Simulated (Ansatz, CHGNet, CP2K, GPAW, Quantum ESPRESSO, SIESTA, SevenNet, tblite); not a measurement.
**SIESTA on random packing of C71N29 (at. %) (109 atoms): settings against a plane-wave reference**

Wanted: SIESTA inputs and outputs for random packing of C71N29 (at. %) (109 atoms), checked against a plane-wave reference.

Calculated with SIESTA 5.4.2; the method is named at each step.

## (1) Starting point

The cell holds 109 atoms: 77 C and 32 N. Cell: a = 9.809 Å, b = 9.809 Å, c = 9.809 Å, α = 90.0°, β = 90.0°, γ = 90.0°. 109 atoms (77 C, 32 N) packed at random in a cube at 2.42 g/cm³ and pushed apart as soft spheres; a start for melting by ab initio MD, not an equilibrated structure. Then every atom was moved at random, 0.03 Å r.m.s. a Cartesian component.

The yardstick, on the same geometry:

```
method                 : Kohn-Sham DFT, PBE, PAW, plane waves (Ansatz 0.2.0); cutoff 420 eV, Γ point, fermi-dirac smearing of 0.05 eV; PAW set soft_2
r.m.s. force component : 1.943 eV/Å
longest force          : 8.61 eV/Å
pressure               : -23.6 GPa
SCF cycles             : 9
time                   : 5.8 s on 8 threads of Arm Neoverse V2, shared host
CPU time               : 41 s
```

## (2) PBE, DZP, shift 0.01 Ry, mesh 500 Ry

Method: Kohn-Sham DFT, PBE, PseudoDojo 0.4.1 norm-conserving pseudopotentials (converted to PSML), numerical atomic orbitals (DZP), diagonalisation.

The .psml files are PseudoDojo norm-conserving potentials that we converted to this format, checked against plane waves on the same files for H, C, O, Si, Ge and Ca alone.

input.fdf reads:

```
SystemLabel cell
NumberOfAtoms 109
NumberOfSpecies 2
%block ChemicalSpeciesLabel
  1 6 C
  2 7 N
%endblock ChemicalSpeciesLabel
LatticeConstant 1.0 Ang
%block LatticeVectors
  9.80880 0.00000 0.00000
  0.00000 9.80880 0.00000
  0.00000 0.00000 9.80880
%endblock LatticeVectors
PAO.BasisSize DZP
PAO.EnergyShift 0.01 Ry
XC.Functional GGA
XC.Authors PBE
MeshCutoff 500 Ry
%block kgrid_Monkhorst_Pack
  1 0 0 0.0
  0 1 0 0.0
  0 0 1 0.0
%endblock kgrid_Monkhorst_Pack
SolutionMethod diagon
OccupationFunction FD
ElectronicTemperature 580 K
SCF.Mixer.Method Pulay
SCF.Mixer.Weight 0.05
SCF.Mixer.History 8
SCF.Mix Hamiltonian
MaxSCFIterations 300
SCF.DM.Tolerance 1e-04
SCF.H.Tolerance 1.0e-3 eV
WriteForces T
Write.HirshfeldPop T
Write.VoronoiPop T
Write.DM F
Write.H F
XML.Write F
AtomicCoordinatesFormat Fractional
%block AtomicCoordinatesAndAtomicSpecies
  0.47616 0.53573 0.74642 1
  0.02056 0.91634 0.52377 1
  0.36257 0.06166 0.75530 1
  0.35872 0.27138 0.18081 1
  0.33741 0.77978 0.20112 1
  0.04782 0.63176 0.38755 1
  0.56462 0.13493 0.18600 1
  0.70506 0.76274 0.48225 1
  0.89045 0.57979 0.83865 1
  0.64015 0.20421 0.46998 1
  0.17242 0.24779 0.18396 1
  0.18932 0.34266 0.60401 1
  0.75975 0.60660 0.21154 1
  0.60053 0.72129 0.04371 1
  0.24436 0.30178 0.41235 1
  0.79038 0.06180 0.18277 1
  0.07437 0.03687 0.38234 1
  0.41698 0.73822 0.03600 1
  0.20286 0.53669 0.45385 1
  0.77639 0.26326 0.00059 1
  0.12026 0.83880 0.22982 1
  0.53153 0.31027 0.61214 1
  0.95975 0.48863 0.55821 1
  0.18902 0.06235 0.56931 1
  0.16606 0.08200 0.88927 1
  0.46417 0.91839 0.86412 1
  0.64866 0.59573 0.37771 1
  0.08084 0.50726 0.86928 1
  0.84498 0.41863 0.26853 1
  0.15433 0.50963 0.09650 1
  0.06754 0.48315 0.28350 1
  0.72595 0.57041 0.89689 1
  0.78491 0.09488 0.50921 1
  0.03516 0.73967 0.78479 1
  0.61759 0.98183 0.29035 1
  0.08146 0.28182 0.39062 1
  0.28994 0.08286 0.03048 1
  0.89632 0.18634 0.82520 1
  0.73922 0.44416 0.49451 1
  0.93496 0.97645 0.23877 1
  0.46489 0.51452 0.28353 1
  0.39495 0.50619 0.01248 1
  0.65479 0.64332 0.58578 1
  0.56122 0.42580 0.45837 1
  0.45303 0.53645 0.58483 1
  0.26509 0.86215 0.01099 1
  0.92978 0.20823 0.46761 1
  0.95359 0.28360 0.27728 1
  0.75513 0.91875 0.36345 1
  0.07969 0.19347 0.58654 1
  0.16009 0.74955 0.50601 1
  0.84016 0.64967 0.54722 1
  0.02658 0.88267 0.90806 1
  0.27238 0.49169 0.66775 1
  0.02082 0.35505 0.72439 1
  0.02532 0.30844 0.07134 1
[... 49 atom lines left out ...]
  0.46074 0.32275 0.31955 2
  0.51391 0.35827 0.78972 2
  0.49571 0.10166 0.92496 2
  0.95434 0.11780 0.11078 2
%endblock AtomicCoordinatesAndAtomicSpecies
```

Launch:

```sh
$ OMP_NUM_THREADS=1 mpirun -np 4 siesta < input.fdf > output.txt
```

The program printed:

```text
Version         : 5.4.2
reinit: System Name:
reinit: System Label: cell
initatom: Reading input for the pseudopotentials and atomic orbitals ----------
Species number:   1 Atomic number:    6 Label: C
Species number:   2 Atomic number:    7 Label: N
Ground state valence configuration (from tables):   2s02  2p02  3d00  4f00
Ground state valence configuration (from tables):   2s02  2p03  3d00  4f00
---- Processing specs for species: C
GGA--PBE XC_GGA_X_PBE--XC_GGA_C_PBE pb
---- Processing specs for species: N
GGA--PBE XC_GGA_X_PBE--XC_GGA_C_PBE pb
C pseudopotential only contains V_ls up to l=1 -- lmxkb reset.
N pseudopotential only contains V_ls up to l=1 -- lmxkb reset.
Using PAO.SplitTailNorm
%block ChemicalSpeciesLabel
    1    6 C                       # Species index, atomic number, species label
    2    7 N                       # Species index, atomic number, species label
%endblock ChemicalSpeciesLabel
%block PAO.Basis                 # Define Basis set
C                     2                    # Species label, number of l-shells
 n=2   0   2                         # n, l, Nzeta
   4.484      3.048
   1.000      1.000
 n=2   1   2 P   1                   # n, l, Nzeta, Polarization, NzetaPol
   5.436      3.692
   1.000      1.000
N                     2                    # Species label, number of l-shells
 n=2   0   2                         # n, l, Nzeta
   3.944      2.617
   1.000      1.000
 n=2   1   2 P   1                   # n, l, Nzeta, Polarization, NzetaPol
   4.781      3.167
   1.000      1.000
%endblock PAO.Basis
coor:   Atomic-coordinates input format  =     Fractional
siesta: System type = bulk
initatomlists: Number of atoms, orbitals, and projectors:    109  1417   872
siesta: ******************** Simulation parameters ****************************
Total number of electrons:   468.000000
Total ionic charge:   468.000000
 Kpoints in:            1 . Kpoints trimmed:            1
siesta: k-grid: Number of k-points = 1
siesta: k-points from Monkhorst-Pack grid
siesta: k-cutoff (effective) =     4.904 Ang
siesta: k-point supercell and displacements
siesta: k-grid:     1     0     0      0.000
siesta: k-grid:     0     1     0      0.000
siesta: k-grid:     0     0     1      0.000
                     ====================================
                        Single-point calculation
                     ====================================
outcell: Unit cell vectors (Ang):
        9.808800    0.000000    0.000000
        0.000000    9.808800    0.000000
        0.000000    0.000000    9.808800
outcell: Cell vector modules (Ang)   :    9.808800    9.808800    9.808800
outcell: Cell angles (23,13,12) (deg):     90.0000     90.0000     90.0000
outcell: Cell volume (Ang**3)        :    943.7297
Gamma-point calculation with multiply-connected orbital pairs
Gamma-point calculation with multiply-connected orbital pairs
Folding of H and S implicitly performed
Folding of H and S implicitly performed
new_DM -- step:     1
Initializing Density Matrix...
Attempting to read DM from file... Failed...
DM filled with atomic data:
InitMesh: MESH = 144 x 144 x 144 = 2985984
InitMesh: Mesh cutoff (required, used) =   500.000   595.656 Ry
stepf: Fermi-Dirac step function
        iscf     Eharris(eV)        E_KS(eV)     FreeEng(eV)     dDmax    Ef(eV) dHmax(eV)
   scf:    1   -21134.810763   -21205.355477   -21205.741175  1.455878 -4.166124 11.530276
   scf:    2   -21234.355972   -21227.210950   -21227.630370  0.179585 -4.189831  4.207200
   scf:    3   -21234.499965   -21231.491196   -21231.930415  0.071699 -4.204931  2.491005
   scf:    4   -21235.504322   -21233.923062   -21234.380188  0.047078 -4.232512  1.485662
   scf:    5   -21235.631456   -21234.884901   -21235.352137  0.025180 -4.264080  0.909021
   scf:    6   -21236.243651   -21235.670472   -21236.146856  0.030422 -4.317985  0.678630
[...]
scf:   21   -21236.284803   -21236.284794   -21236.772969  0.000052 -4.468228  0.001898
   scf:   22   -21236.284795   -21236.284795   -21236.772972  0.000037 -4.468168  0.001113
   scf:   23   -21236.284785   -21236.284790   -21236.772974  0.000035 -4.468127  0.000695
SCF Convergence by DM+H criterion
max |DM_out - DM_in|         :     0.0000349735
max |H_out - H_in|      (eV) :     0.0006954552
SCF cycle converged after 23 iterations
Using DM_out to compute the final energy and forces
siesta: E_KS(eV) =           -21236.2848
siesta: E_KS - E_eggbox =    -21236.2848
siesta: Atomic forces (eV/Ang):
     1   -0.503668   -0.164215   -1.810439
     2    2.113147   -1.944791   -2.509532
     3   -1.089622    0.542580   -0.797445
     4   -0.777563    3.559185   -0.548474
     5    0.769253   -1.552000   -0.897266
     6    2.550457    1.546705   -0.272589
[...]
107    0.410094    2.187087   -3.798958
   108   -2.438796    1.175330   -0.481691
   109   -1.458105   -2.649299   -0.437343
----------------------------------------
   Tot    0.003427   -0.003063    0.006575
----------------------------------------
   Max    6.845109
   Res    1.911101    sqrt( Sum f_i^2 / 3N )
----------------------------------------
   Max    6.845109    constrained
Stress tensor Voigt[x,y,z,yz,xz,xy] (kbar):      226.95      250.59      180.08        7.95       30.12       -6.65
(Free)E + p*V (eV/cell)   -21365.8920
Target enthalpy (eV/cell)   -21236.7730
siesta: Program's energy decomposition (eV):
siesta: Ebs     =     -5559.002793
siesta: Eions   =     36170.028687
siesta: Ena     =      8897.713089
siesta: Ekin    =     12819.026862
siesta: Enl     =      -469.227015
siesta: DEna    =       320.337174
siesta: DUscf   =        10.514052
siesta: Ex      =     -6073.538736
siesta: Ec      =      -571.081528
siesta: Exc     =     -6644.620264
siesta: Eharris =    -21236.284785
siesta: Etot    =    -21236.284790
siesta: FreeEng =    -21236.772974
siesta: Final energy (eV):
siesta:  Band Struct. =   -5559.002793
siesta:       Kinetic =   12819.026862
siesta:       Hartree =    3517.437778
siesta:         Exch. =   -6073.538736
siesta:         Corr. =    -571.081528
siesta:   Exch.-corr. =   -6644.620264
siesta:  Ion-electron =  -18190.437323
siesta:       Ion-ion =  -12737.691843
siesta:         Total =  -21236.284790
siesta:         Fermi =      -4.468127
siesta: Stress tensor (static) (eV/Ang**3):
siesta:     0.141654   -0.004150    0.018798
siesta:    -0.004150    0.156404    0.004964
siesta:     0.018797    0.004964    0.112395
siesta: Cell volume =        943.729733 Ang**3
siesta: Pressure (static):
siesta:                Solid            Molecule  Units
siesta:          -0.00149013         -0.00180625  Ry/Bohr**3
siesta:          -0.13681783         -0.16584222  eV/Ang**3
siesta:        -219.20633350       -265.70852384  kBar
    Orbital volume contribution        =          37.411255 eV
    (Free)E + p_basis*V_orbitals       =      -21199.361719 eV
    (Free)Eharris+ p_basis*V_orbitals  =      -21199.361714 eV
Hirshfeld Atomic Populations:
Atom #   charge [q] valence [e]  Species
     1     0.031528    3.968472  C
     2     0.014776    3.985224  C
     3     0.020156    3.979844  C
     4    -0.006520    4.006520  C
     5     0.025090    3.974910  C
     6    -0.005592    4.005592  C
[...]
78    -0.009948    5.009948  N
    79    -0.101790    5.101790  N
    80    -0.028574    5.028574  N
    81    -0.047193    5.047193  N
    82    -0.057484    5.057484  N
    83    -0.003004    5.003004  N
[...]
--------------------
 Total    -0.000038
Voronoi Atomic Populations:
Atom #   charge [q] valence [e]  Species
[...]
75     0.045281    3.954719  C
    76     0.027987    3.972013  C
    77     0.009015    3.990985  C
[...]
107     0.030321    4.969679  N
   108    -0.040618    5.040618  N
   109    -0.090115    5.090115  N
--------------------
 Total    -0.000038
```

The job ended after 3 min (4 MPI ranks of Arm Neoverse V2, shared host; peak memory 2.8 GiB; 12 min of CPU time).

Banners, paths, timers and routine set-up lines are dropped from the logs unmarked, and long logs keep their key lines alone; longer cuts are marked.

Against the reference:

* r.m.s. force component: 1.911 eV/Å
* r.m.s. difference of force components: 108.6 meV/Å
* longest difference of force vectors: 359.8 meV/Å
* force difference over r.m.s. force: 5.587 %
* slope of forces against the reference's: 0.9821
* correlation of force components: 0.9986
* pressure: -21.92 GPa
* pressure difference: 1.682 GPa

Length of the force difference by element (eV/Å):

```tsv
element	atoms	mean	most
C	77	0.15	0.33
N	32	0.22	0.36
```

The surroundings of N97, which bears the longest force, nearest first, numbered as they follow in the input and with coordinates relative to it.

```tsv
atom	x	y	z	distance (Å)	Hirshfeld charge (e)	Fx	Fy	Fz (eV/Å)
N97	0.00	0.00	0.00	0.00	-0.05	6.85	-4.42	2.14
C29	1.52	0.54	0.37	1.65	0.02	-0.42	0.38	-0.22
C64	1.03	-1.40	0.18	1.75	0.02	-1.03	-0.52	-1.36
N86	1.23	1.13	-1.51	2.25	-0.03	0.35	0.61	0.74
N92	-1.25	1.05	-1.55	2.25	-0.05	-4.10	1.02	-2.35
N106	-2.25	-0.40	0.87	2.44	-0.03	-1.02	0.49	-2.43
C13	0.68	2.39	-0.19	2.49	0.02	1.54	2.21	2.18
C7	-1.23	-2.24	-0.44	2.59	0.06	0.72	-3.23	1.49
C20	0.85	-0.98	-2.26	2.61	0.03	-2.00	-0.03	-1.92
```

Forces lie 5.6 % from the reference's, at 17 times its CPU time (on 4 against 8 cores).

## (3) PBE, SZ, shift 0.01 Ry, mesh 500 Ry

Method: Kohn-Sham DFT, PBE, PseudoDojo 0.4.1 norm-conserving pseudopotentials (converted to PSML), numerical atomic orbitals (SZ), diagonalisation.

Edit input.fdf of step 2 so:

```diff
@@ -13,3 +13,3 @@
 %endblock LatticeVectors
-PAO.BasisSize DZP
+PAO.BasisSize SZ
 PAO.EnergyShift 0.01 Ry
```

Launch:

```sh
$ OMP_NUM_THREADS=1 siesta < input.fdf > output.txt
```

The program printed:

```text
Version         : 5.4.2
reinit: System Name:
reinit: System Label: cell
initatom: Reading input for the pseudopotentials and atomic orbitals ----------
Species number:   1 Atomic number:    6 Label: C
Species number:   2 Atomic number:    7 Label: N
Ground state valence configuration (from tables):   2s02  2p02  3d00  4f00
[... lines left out ...]
        iscf     Eharris(eV)        E_KS(eV)     FreeEng(eV)     dDmax    Ef(eV) dHmax(eV)
[... lines left out ...]
SCF Convergence by DM+H criterion
[... lines left out ...]
SCF cycle converged after 23 iterations
[... lines left out ...]
   Max    6.065073
[... lines left out ...]
   Max    6.065073    constrained
Stress tensor Voigt[x,y,z,yz,xz,xy] (kbar):        7.21       27.92       -9.65       16.49       28.43       -9.46
[... lines left out ...]
siesta: FreeEng =    -21170.881821
[... lines left out ...]
siesta:         Fermi =      -4.504383
[... lines left out ...]
siesta:          -0.00529895         -0.07126759  eV/Ang**3
siesta:          -8.48986179       -114.18327448  kBar
    Orbital volume contribution        =          19.194786 eV
    (Free)E + p_basis*V_orbitals       =      -21151.687034 eV
    (Free)Eharris+ p_basis*V_orbitals  =      -21151.687031 eV
Hirshfeld Atomic Populations:
Atom #   charge [q] valence [e]  Species
     1     0.040049    3.959951  C
     2     0.018010    3.981990  C
     3     0.022048    3.977952  C
[...]
78    -0.010110    5.010110  N
    79    -0.096164    5.096164  N
    80    -0.040743    5.040743  N
[...]
--------------------
 Total    -0.000038
Voronoi Atomic Populations:
Atom #   charge [q] valence [e]  Species
[...]
76     0.035621    3.964379  C
    77     0.025881    3.974119  C
[...]
108    -0.037678    5.037678  N
   109    -0.094387    5.094387  N
--------------------
 Total    -0.000038
```

It took 2.7 min on 1 thread; peak memory 1 GiB.

Compared with the plane-wave run:

```
r.m.s. force component                  : 1.659 eV/Å
r.m.s. difference of force components   : 1438 meV/Å
longest difference of force vectors     : 6165 meV/Å
force difference over r.m.s. force      : 73.99 %
slope of forces against the reference's : 0.5908
correlation of force components         : 0.6919
pressure                                : -0.849 GPa
pressure difference                     : 22.75 GPa
```

This is a coarse setting, run to see what it loses.

Against the first run (5.6 %), the force difference from the reference is 74 %, at 0.23 times the CPU time (on 1 against 4 cores), with 436 basis functions against 1417: the smaller basis costs accuracy.

(Part 1 of 2 ends here.)

[Also dropped from logs without a mark: logging warnings of Python, and SIESTA's first energy breakdown and zero terms.]

[Logs are printed without paths, hosts, clocks, repeated set-up lines and the standing remarks that a program may print on its own settings, such as how far it seeks lower states.]

[Hosts, paths, dates, database ids (printed as entryN), source tags and the programs' standing remarks are cut or masked in the printed files.]
